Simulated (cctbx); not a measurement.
# Accept or mend?

Cell a = 4.0200 Å, b = 13.3010 Å, c = 14.6590 Å, α = 90.00°, β = 90.00°, γ = 90.00°; space group Cmc2_1 (no. 36).

Simulated single-crystal data (cctbx): Mo Kα, λ = 0.71073 Å, to d = 0.84 Å, 80 % of the full sphere, strongest reflection 5000 counts, noise from counting, a 6 % proportional error and a noise floor of 15 counts (s.d.); no absorption.

An isotropic refinement with weights 1/σ² prints:

```text
Rint 0.079, 799 unique reflections to 0.84 A
cycle     R1     wR2    GooF  max shift (A)
   1  0.6589  0.9268  10.600   0.09615
  10  0.5360  0.8559   9.788   0.04098
final R1 0.5308 wR2 0.8507 GooF 9.729  parameters 24  data/parameter 33.3
atom        x        y        z      Ueq    occ   su(xyz)  su(Uiso or U11)
Sb1    0.50000  0.09180  0.54457   0.0001  1.000  0.00312  0.0080
Sn1    0.00000  0.35618  0.49754   0.0001  1.000  0.00326  0.0082
Sn2    0.00000  0.30929  0.65552   0.0001  1.000  0.00305  0.0083
Br1    0.50000  0.44171  0.70221   0.0147  1.000  0.00558  0.0160
Br2    0.00000  0.11743  0.37887   0.0172  1.000  0.00543  0.0178
Br3    0.50000  0.14143  0.64901   0.0065  1.000  0.00463  0.0117
O1     0.50000  0.21381  0.42526   0.0190  1.000  0.04156  0.1248
O2     0.00000  0.18438  0.64463   0.0182  1.000  0.04180  0.1072
difference map: max 101.34 min -53.60 rms 12.21
Q1    0.0000  0.3077  0.6564    4  103.07  0.02 A from Sn2
Q2    0.0000  0.4076  0.0390    4  102.15  0.08 A from Sb1
Q3    0.0000  0.9926  0.4179    4   90.17  1.76 A from Br2
Q4    0.0000  0.3451  0.1516    4   82.18  0.18 A from Br3
Q5    0.0000  0.3361  0.9317    4   74.64  0.67 A from O1
Q6    0.0000  0.3508  0.4983    4   71.56  0.07 A from Sn1
```

**Question.** Can this result stand? If not, what is the likely fault?

Mend it. The fault: start far from the minimum. Against the right model at the same level, R1 goes from 0.0384 to 0.5308 and GooF from 0.97 to 9.73 and the top difference peak, 103.1 e/Å³, lies on Sn2. Least squares finds the nearest minimum, not the best. The fit had not settled when the cycles ran out.

The compound is Sn2SbBr3O2. The right model at the same level gives:

```text
Rint 0.079, 799 unique reflections to 0.84 A
cycle     R1     wR2    GooF  max shift (A)
   1  0.0980  0.2053   2.348   0.10874
   3  0.0384  0.0846   0.968   0.00042
final R1 0.0384 wR2 0.0846 GooF 0.968  parameters 24  data/parameter 33.3
atom        x        y        z      Ueq    occ   su(xyz)  su(Uiso or U11)
Sb1    0.50000  0.15911  0.51830   0.0112  1.000  0.00012  0.0004
Sn1    0.00000  0.37659  0.47317   0.0145  1.000  0.00013  0.0004
Sn2    0.00000  0.30482  0.73426   0.0130  1.000  0.00013  0.0004
Br1    0.50000  0.42862  0.62486   0.0117  1.000  0.00017  0.0005
Br2    0.00000  0.05785  0.39359   0.0159  1.000  0.00020  0.0006
Br3    0.50000  0.15099  0.74503   0.0155  1.000  0.00020  0.0005
O1     0.50000  0.27234  0.41523   0.0209  1.000  0.00140  0.0047
O2     0.00000  0.22497  0.57259   0.0288  1.000  0.00153  0.0051
difference map: max 1.92 min -1.73 rms 0.47
Q1    0.0000  0.4536  0.9209    4    1.96  2.05 A from Br2
Q2    0.0000  0.4453  0.6676    4    1.73  2.11 A from Sn2
Q3    0.0000  0.0401  0.4756    4    1.59  1.22 A from Br2
Q4    0.0000  0.0325  0.0097    4    1.54  1.77 A from Br1
Q5    0.0000  0.3975  0.3116    4    1.51  1.17 A from Br3
Q6    0.0000  0.1407  0.4700    4    1.51  1.57 A from Br2
```

This is a model crystal, built by substitution and not relaxed, with assumed displacement parameters.

[Middle refinement cycles are left out of these outputs.]

[Logs are printed without paths, hosts, clocks, repeated set-up lines and the standing remarks that a program may print on its own settings, such as how far it seeks lower states.]
